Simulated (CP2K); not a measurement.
Acetamide has these distinct C atoms: C1 (bonded to C and 3 H) and C2 (bonded to C, N and O).

```xyz
9

C    -1.0648   -0.1888   -0.2609
C     0.1736    0.0480    0.5872
N     1.3406    0.2465   -0.1067
O     0.1431    0.0627    1.8201
H    -1.4568   -1.1893   -0.0380
H    -0.8860   -0.1069   -1.3402
H    -1.8330    0.5371    0.0327
H     2.1954    0.3804    0.4226
H     1.3880    0.2103   -1.1168
```

Their partial C K spectra (CP2K XAS_TDP, all-electron GAPW, PBEh(45%), aug-cc-pVDZ, TDA, GW2X-corrected core level, no relativity) are given in random order, each times the number of alike atoms.

Gaussian full width 0.5 eV, oscillator strength per eV, alike atoms added, rows of zeros left out:

```csv
E (eV),curve 1,curve 2
289.50,0.000,0.007
289.75,0.001,0.062
290.00,0.007,0.137
290.25,0.018,0.078
290.50,0.012,0.011
290.75,0.009,0.000
291.00,0.030,0.000
291.25,0.034,0.000
291.50,0.031,0.000
291.75,0.041,0.000
292.00,0.027,0.000
292.25,0.012,0.000
292.50,0.008,0.000
292.75,0.015,0.000
293.00,0.020,0.000
293.25,0.021,0.000
293.50,0.033,0.001
293.75,0.046,0.001
294.00,0.055,0.000
294.25,0.035,0.001
294.50,0.010,0.003
294.75,0.015,0.006
295.00,0.015,0.006
295.25,0.006,0.014
295.50,0.004,0.017
295.75,0.011,0.011
296.00,0.015,0.005
296.25,0.006,0.005
296.50,0.007,0.007
296.75,0.014,0.014
297.00,0.011,0.015
297.25,0.004,0.022
297.50,0.002,0.034
297.75,0.004,0.022
298.00,0.005,0.011
298.25,0.008,0.009
298.50,0.010,0.010
298.75,0.015,0.016
299.00,0.014,0.016
299.25,0.006,0.006
299.50,0.007,0.002
```

Which curve belongs to which atom?

Curve 1: C1 (bonded to C and 3 H), leading line at 290.30 eV (f = 0.010 an atom), ionisation energy 292.66 eV, term value 2.36 eV. Curve 2: C2 (bonded to C, N and O), leading line at 290.02 eV (f = 0.074 an atom), ionisation energy 295.72 eV, term value 5.70 eV. The leading line of an atom is its first one with 35 % of the strongest within 2.5 eV of its lowest line over the strength cut. A line lies at the core ionisation energy, which rises as an atom loses charge to its neighbours or to a π system, less the term value, which is large for a low π* or σ* orbital with weight on that atom.

[Banner, clock and machine lines of the logs are left out without a mark of their own.]

[Logs are printed without paths, hosts, clocks, repeated set-up lines and the standing remarks that a program may print on its own settings, such as how far it seeks lower states.]

[Hosts, paths, dates, database ids (printed as entryN), source tags and the programs' standing remarks are cut or masked in the printed files.]
